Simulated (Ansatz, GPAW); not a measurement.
# I/Ta(110): converging a work function, part 2 of 2

Aim: the settings at which the work function of I/Ta(110) stops moving.

GPAW 26.7.0 and Ansatz 0.2.0; Ansatz plane waves; slab in vacuum with a dipole correction, relaxation (the session's first sound run).

So far, upper work function (eV): step 2 (relaxing the atoms, PBE) 3.85; step 3 (plane waves, PBE) 3.84.

### 4. Cutoff 200

The cutoff limits how sharply the smooth valence waves can vary, which tells mostly near the atoms.

run.py reads:

```python
import json
import numpy as np
from ase import Atoms
from gpaw import GPAW, PW

slab = Atoms(
    ['Ta', 'Ta', 'Ta', 'Ta', 'Ta', 'Ta', 'Ta', 'Ta', 'Ta', 'Ta', 'Ta', 'Ta', 'Ta', 'Ta', 'Ta', 'Ta', 'I'],
    positions=[
        [0.00000, 0.00000, 8.00000],
        [2.34052, 0.00000, 10.34052],
        [0.00000, 0.00000, 12.72375],
        [2.33534, -0.00000, 14.94280],
        [2.34052, 1.65500, 8.00000],
        [4.68105, 1.65500, 10.34052],
        [2.34052, 1.65500, 12.68400],
        [4.68105, 1.50029, 14.98322],
        [2.34052, -1.65500, 8.00000],
        [4.68105, -1.65500, 10.34052],
        [2.34052, -1.65500, 12.68400],
        [4.68105, -1.50029, 14.98322],
        [4.68105, 0.00000, 8.00000],
        [7.02157, 0.00000, 10.34052],
        [4.68105, 0.00000, 12.62214],
        [7.02675, -0.00000, 14.94280],
        [0.00000, 0.00000, 17.19466]],
    cell=[[4.68105, -3.31, 0.0], [4.68105, 3.31, 0.0], [0.0, 0.0, 25.81223]],
    pbc=[True, True, False])

slab.calc = GPAW(mode=PW(200), xc='PBE', kpts={'size': (6, 6, 1), 'gamma': True},
                 occupations={'name': 'fermi-dirac', 'width': 0.1}, nbands='140%',
                 convergence={'density': 1e-05}, maxiter=200,
                 poissonsolver={'dipolelayer': 'xy'},
                 symmetry={'tolerance': 1e-3}, txt='slab.txt')
result = {}
energy = slab.get_potential_energy()
fermi = slab.calc.get_fermi_level()
v = slab.calc.get_electrostatic_potential().mean((0, 1)) - fermi
n = slab.calc.get_pseudo_density().mean((0, 1))
L = slab.cell[2, 2]
z = np.arange(len(v)) * L / len(v)
low, high = slab.positions[:, 2].min(), slab.positions[:, 2].max()
below, above = np.interp([low - 5.8, high + 5.8], z, v)
slopes = [np.interp(x, z, np.gradient(v, z)) for x in (low - 5.8, high + 5.8)]
eps = np.array([[slab.calc.get_eigenvalues(k, s) for k in range(len(slab.calc.get_ibz_k_points()))]
                for s in range(slab.calc.get_number_of_spins())]) - fermi
top, bottom = eps[eps < 0].max(), eps[eps > 0].min()
dipole = slab.get_dipole_moment()[2]
print(f'energy {energy:.4f} eV, Fermi level {fermi:.4f} eV, dipole {dipole:.5f} e A')
print(f'potential 5.8 A off the faces, from the Fermi level: lower {below:.4f} eV, upper {above:.4f} eV')
print(f'slope of the potential there: lower {slopes[0]:.5f}, upper {slopes[1]:.5f} eV/A')
print(f'nearest levels on the mesh: {top:.4f} and {bottom:.4f} eV')
print('magnetic moment', round(slab.get_magnetic_moment(), 3))
result.update(energy=energy, fermi=fermi, dipole=dipole, below=below, above=above, slopes=slopes, edges=[top, bottom],
              z=z.tolist(), v=v.tolist(), n=n.tolist(), positions=slab.positions.tolist(),
              forces=slab.get_forces(apply_constraint=False).tolist(), moments=slab.get_magnetic_moments().tolist())
json.dump(result, open('result.json', 'w'))
```

On the command line:

```
> OMP_NUM_THREADS=1 OPENBLAS_NUM_THREADS=1 python run.py
```

Elapsed: 8.9 min, on 1 thread of Arm Neoverse V1, shared host; peak memory 0.43 GiB.

The run finished. A setting was moved off its sound value on purpose, so it serves as a test and not as the result.

The fault put into the input: a cutoff under that of the base run: the energy of the cell lies 6.4 eV from the base value (ecut = 200).

Side by side:

```
                     quantity  this run  sound run  difference
dipole along the normal (e·Å)   0.16531    0.16311     0.00221
     upper work function (eV)    3.8488     3.8446     0.00426
     lower work function (eV)    4.8086     4.7977      0.0110
```

### 5. Cutoff 300

run.py, as its differences from that of step 4:

```diff
@@ -28,3 +28,3 @@
 
-slab.calc = GPAW(mode=PW(200), xc='PBE', kpts={'size': (6, 6, 1), 'gamma': True},
+slab.calc = GPAW(mode=PW(300), xc='PBE', kpts={'size': (6, 6, 1), 'gamma': True},
                  occupations={'name': 'fermi-dirac', 'width': 0.1}, nbands='140%',
```

Elapsed: 18 min, on 1 thread; peak memory 0.67 GiB.

The run finished. A setting was moved off its sound value on purpose, so it serves as a test and not as the result.

The fault put into the input: a cutoff under that of the base run: the energy of the cell lies 0.97 eV from the base value (ecut = 300).

Side by side:

```
                     quantity  this run  sound run  difference
dipole along the normal (e·Å)   0.16362    0.16311      5.1e-4
     upper work function (eV)    3.8452     3.8446      6.6e-4
     lower work function (eV)    4.8014     4.7977     0.00377
```

### 6. Cutoff 700: ecut = 700

run.py, as its differences from that of step 5:

```diff
@@ -28,3 +28,3 @@
 
-slab.calc = GPAW(mode=PW(300), xc='PBE', kpts={'size': (6, 6, 1), 'gamma': True},
+slab.calc = GPAW(mode=PW(700), xc='PBE', kpts={'size': (6, 6, 1), 'gamma': True},
                  occupations={'name': 'fermi-dirac', 'width': 0.1}, nbands='140%',
```

Run time: 63 min. Hardware: 1 thread; peak memory 1.9 GiB.

Numbers from this step:

- levels nearest the Fermi level on the mesh: -0.003853, 0.01183 eV from the Fermi level

The electrostatic potential energy of an electron (without an applied field's), less the Fermi level, planar mean oscillates, so the rows of the table below give means over windows of 2.34 Å about each position, cut where the curve ends. Its maxima inside the range that stand out by 2 % of the span (Å: eV): 9.2: -1.30, 11.5: -1.32, 13.8: -1.82, 16.4: -0.118. Its minima: 8.0: -25.4, 10.3: -25.2, 12.7: -25.1, 15.0: -25.3, 17.2: -5.36.

Table of electrostatic potential energy of an electron (without an applied field's), less the Fermi level, planar mean by z; means over each step:

```
z (Å)  electrostatic potential energy of an electron (without an applied field's), less the Fermi level, planar mean (eV)
 1.17                                                                                                                4.76
 3.51                                                                                                                4.79
 5.85                                                                                                                3.49
 8.19                                                                                                               -11.9
10.53                                                                                                               -11.8
12.87                                                                                                               -11.8
15.21                                                                                                               -11.9
17.55                                                                                                              -0.716
19.89                                                                                                                3.81
22.23                                                                                                                3.84
24.57                                                                                                                3.87
```

The pseudo valence density, planar mean oscillates, so the rows of the table below give means over windows of 2.26 Å about each position, cut where the curve ends. Its maxima inside the range that stand out by 2 % of the span (Å: e/Å³): 8.1: 1.48, 10.3: 1.50, 12.7: 1.47, 15.0: 1.51, 17.7: 0.122. Its minima: 9.2: 0.278, 11.5: 0.278, 13.9: 0.297, 17.3: 0.0673.

Pseudo valence density, planar mean against z; means over each step:

```
z (Å)  pseudo valence density, planar mean (e/Å³)
 3.39                                      1.3e-4
 5.65                                      0.0215
 7.91                                       0.704
10.17                                       0.732
12.43                                       0.733
14.69                                       0.733
16.95                                       0.133
19.21                                      0.0123
21.47                                      1.5e-5
```

Force by atom:

```
atom  x (eV/Å)  y (eV/Å)  z (eV/Å)   size
 Ta1     0.000     0.000     0.421  0.421
 Ta2     0.004     0.000    -0.331  0.331
 Ta3     0.000     0.000     0.006  0.006
 Ta4     0.000     0.000     0.009  0.009
 Ta5     0.000     0.000     0.367  0.367
 Ta6     0.000     0.083    -0.449  0.456
 Ta7     0.000     0.000    -0.010  0.010
 Ta8     0.000    -0.010    -0.012  0.016
 Ta9     0.000     0.000     0.367  0.367
Ta10     0.000    -0.083    -0.449  0.456
Ta11     0.000     0.000    -0.010  0.010
Ta12     0.000     0.010    -0.012  0.016
Ta13     0.000     0.000     0.350  0.350
Ta14    -0.004     0.000    -0.331  0.331
Ta15     0.000     0.000     0.004  0.004
Ta16     0.000     0.000     0.009  0.009
 I17     0.000     0.000     0.065  0.065
```

The upper face's work function is 3.845 eV, against 3.845 eV in the first plane-wave PBE run at this geometry.

### 7. K mesh 2×2

The mesh in the plane samples the bands: a metal's Fermi level needs it dense, and band edges must lie on it.

run.py, as its differences from that of step 6:

```diff
@@ -28,3 +28,3 @@
 
-slab.calc = GPAW(mode=PW(700), xc='PBE', kpts={'size': (6, 6, 1), 'gamma': True},
+slab.calc = GPAW(mode=PW(400), xc='PBE', kpts={'size': (2, 2, 1), 'gamma': True},
                  occupations={'name': 'fermi-dirac', 'width': 0.1}, nbands='140%',
```

It took 6.4 min on 1 thread; peak memory 0.55 GiB.

The run finished with changed settings (kpts = [2, 2]); it serves as a test.

The two runs compared:

```
                     quantity  this run  sound run  difference
dipole along the normal (e·Å)   0.18502    0.16311      0.0219
     upper work function (eV)    3.7899     3.8446     -0.0547
     lower work function (eV)    4.8709     4.7977      0.0733
```

One result that differs is the dipole along the normal, 0.185 e·Å against 0.163 e·Å.

### 8. K mesh 4×4

run.py, as its differences from that of step 7:

```diff
@@ -28,3 +28,3 @@
 
-slab.calc = GPAW(mode=PW(400), xc='PBE', kpts={'size': (2, 2, 1), 'gamma': True},
+slab.calc = GPAW(mode=PW(400), xc='PBE', kpts={'size': (4, 4, 1), 'gamma': True},
                  occupations={'name': 'fermi-dirac', 'width': 0.1}, nbands='140%',
```

Run time: 15 min. Hardware: 1 thread; peak memory 0.69 GiB.

The run finished with changed settings (kpts = [4, 4]); it serves as a test.

Side by side:

```
                     quantity  this run  sound run  difference
dipole along the normal (e·Å)   0.16489    0.16311     0.00178
     upper work function (eV)    3.8327     3.8446     -0.0119
     lower work function (eV)    4.7961     4.7977    -0.00153
```

### 9. K mesh 9×9: kpts = [9, 9]

run.py, as its differences from that of step 8:

```diff
@@ -28,3 +28,3 @@
 
-slab.calc = GPAW(mode=PW(400), xc='PBE', kpts={'size': (4, 4, 1), 'gamma': True},
+slab.calc = GPAW(mode=PW(400), xc='PBE', kpts={'size': (9, 9, 1), 'gamma': True},
                  occupations={'name': 'fermi-dirac', 'width': 0.1}, nbands='140%',
```

The job ended after 49 min (1 thread; peak memory 1.4 GiB).

This step gave:

```yaml
dipole_along_the_normal: 0.1633 e·Å
levels_nearest_the_fermi_level_on_the_mesh: -0.002593, 0.001150 eV from the Fermi level
upper_work_function: 3.843 eV
lower_work_function: 4.797 eV
```

The upper face's work function is 3.843 eV, against 3.845 eV in the first plane-wave PBE run at this geometry.

### 10. Scheme Fermi-Dirac, smearing 0.01

Smearing changes the occupations near the Fermi level, and with them the level itself. Smearing helps the SCF of a metal converge, but it blurs occupations at band edges near the Fermi level.

run.py, as its differences from that of step 9:

```diff
@@ -28,4 +28,4 @@
 
-slab.calc = GPAW(mode=PW(400), xc='PBE', kpts={'size': (9, 9, 1), 'gamma': True},
-                 occupations={'name': 'fermi-dirac', 'width': 0.1}, nbands='140%',
+slab.calc = GPAW(mode=PW(400), xc='PBE', kpts={'size': (6, 6, 1), 'gamma': True},
+                 occupations={'name': 'fermi-dirac', 'width': 0.01}, nbands='140%',
                  convergence={'density': 1e-05}, maxiter=200,
```

Wall time 29 min (1 thread); peak memory 0.93 GiB.

Numbers from this step:

| Property | Result |
| --- | --- |
| dipole along the normal | 0.1646 e·Å |
| levels nearest the Fermi level on the mesh | -0.004287, 0.007729 eV from the Fermi level |
| upper work function | 3.868 eV |
| lower work function | 4.829 eV |

The upper face's work function is 3.868 eV, against 3.845 eV in the first plane-wave PBE run at this geometry.

### 11. The ladder

Times are for 1 thread of Arm Neoverse V1, shared host. The runs compared:

```
no.                                run  upper work function (eV)  lower work function (eV)    time  memory (GiB)
  1                                 pw                     3.845                     4.798  27 min          0.93
  2                         cutoff 700                     3.845                     4.798  63 min           1.9
  3                         k mesh 9×9                     3.843                     4.797  49 min           1.4
  4  scheme Fermi-Dirac, smearing 0.01                     3.868                     4.829  29 min          0.93
```

### 12. Without the dipole layer

The dipole layer is taken out and the cell repeats along the normal.

run.py, as its differences from that of step 10:

```diff
@@ -26,8 +26,7 @@
     cell=[[4.68105, -3.31, 0.0], [4.68105, 3.31, 0.0], [0.0, 0.0, 25.81223]],
-    pbc=[True, True, False])
+    pbc=[True, True, True])
 
 slab.calc = GPAW(mode=PW(400), xc='PBE', kpts={'size': (6, 6, 1), 'gamma': True},
-                 occupations={'name': 'fermi-dirac', 'width': 0.01}, nbands='140%',
+                 occupations={'name': 'fermi-dirac', 'width': 0.1}, nbands='140%',
                  convergence={'density': 1e-05}, maxiter=200,
-                 poissonsolver={'dipolelayer': 'xy'},
                  symmetry={'tolerance': 1e-3}, txt='slab.txt')
```

It took 26 min on 1 thread; peak memory 0.92 GiB.

The run finished. A setting was moved off its sound value on purpose, so it serves as a test and not as the result.

The fault put into the input: no dipole layer on a slab with a dipole, so the vacuum potential tilts and no work function is defined (dipole = false and pbc_z = true).

The two runs compared:

```
                     quantity  this run  sound run  difference
dipole along the normal (e·Å)   0.30365    0.16311       0.141
```

One result that differs is the dipole along the normal, 0.304 e·Å against 0.163 e·Å.

### 13. Side by side

Results and costs are gathered.

This step: comparison of work functions, dipole and cost (GPAW 26.7.0).

Ladder, by row:

```
   step  code  work function, upper (eV)  work function, lower (eV)  dipole (e Å)  wall time (s)  peak memory (GiB)  threads
     pw  GPAW                      3.845                      4.798        0.1631           1590               0.93        1
ecut200  GPAW                      3.849                      4.809        0.1653          534.8               0.43        1
ecut300  GPAW                      3.845                      4.801        0.1636           1069               0.67        1
ecut700  GPAW                      3.845                      4.798        0.1631           3772               1.91        1
     k2  GPAW                       3.79                      4.871         0.185          383.2               0.55        1
     k4  GPAW                      3.833                      4.796        0.1649          881.7               0.69        1
     k9  GPAW                      3.843                      4.797        0.1633           2932               1.41        1
  smear  GPAW                      3.868                      4.829        0.1646           1741               0.93        1
  nodip  GPAW                          -                          -        0.3037           1543               0.92        1
```

### 14. A changed run

One more run, with changed settings.

This step: GPAW, PAW setups; slab in vacuum (GPAW 26.7.0).

run.py, as its differences from that of step 12:

```diff
@@ -26,7 +26,8 @@
     cell=[[4.68105, -3.31, 0.0], [4.68105, 3.31, 0.0], [0.0, 0.0, 25.81223]],
-    pbc=[True, True, True])
+    pbc=[True, True, False])
 
-slab.calc = GPAW(mode=PW(400), xc='PBE', kpts={'size': (6, 6, 1), 'gamma': True},
+slab.calc = GPAW(mode=PW(400), xc='pbe96', kpts={'size': (6, 6, 1), 'gamma': True},
                  occupations={'name': 'fermi-dirac', 'width': 0.1}, nbands='140%',
-                 convergence={'density': 1e-05}, maxiter=200,
+                 convergence={'density': 1e-05}, maxiter=100,
+                 poissonsolver={'dipolelayer': 'xy'},
                  symmetry={'tolerance': 1e-3}, txt='slab.txt')
```

Run time: 0.82 s. Hardware: 1 thread; peak memory 0.1 GiB.

The input was rejected at the start.

The program's message: “NameError: Unknown functional: pbe96.”

The change that led to it: xc = "pbe96".

### 15. What came out

```yaml
work_function_upper_and_lower_face: 3.845 and 4.798 eV
dipole_along_the_normal: 0.163 e Å
```

**Reading.** With plane waves and PBE the work function is 3.84 eV on the upper face and 4.80 eV on the lower. The two faces differ by 0.95 eV, the step that the slab's dipole makes (e p/(ε0 A) gives 0.95 eV), so the dipole layer is needed. The other smearing (Fermi-Dirac of 0.01 eV in place of Fermi-Dirac of 0.1) moves the two faces by 0.023 and 0.032 eV on the same mesh; a mesh is converged only for its smearing. Over the sound runs of the table the upper face's work function spans 3.843 (k9) to 3.868 eV (smear). The cell of 31.0 Å² holds one I, started on one chosen site; other sites and coverages weren't tried. The in-plane lattice was kept as typed, which isn't the functional's own and leaves some strain; spin-orbit coupling and temperature are left out.

[Logs are printed without paths, hosts, clocks, repeated set-up lines and the standing remarks that a program may print on its own settings, such as how far it seeks lower states.]

[Hosts, paths, dates, database ids (printed as entryN), source tags and the programs' standing remarks are cut or masked in the printed files.]
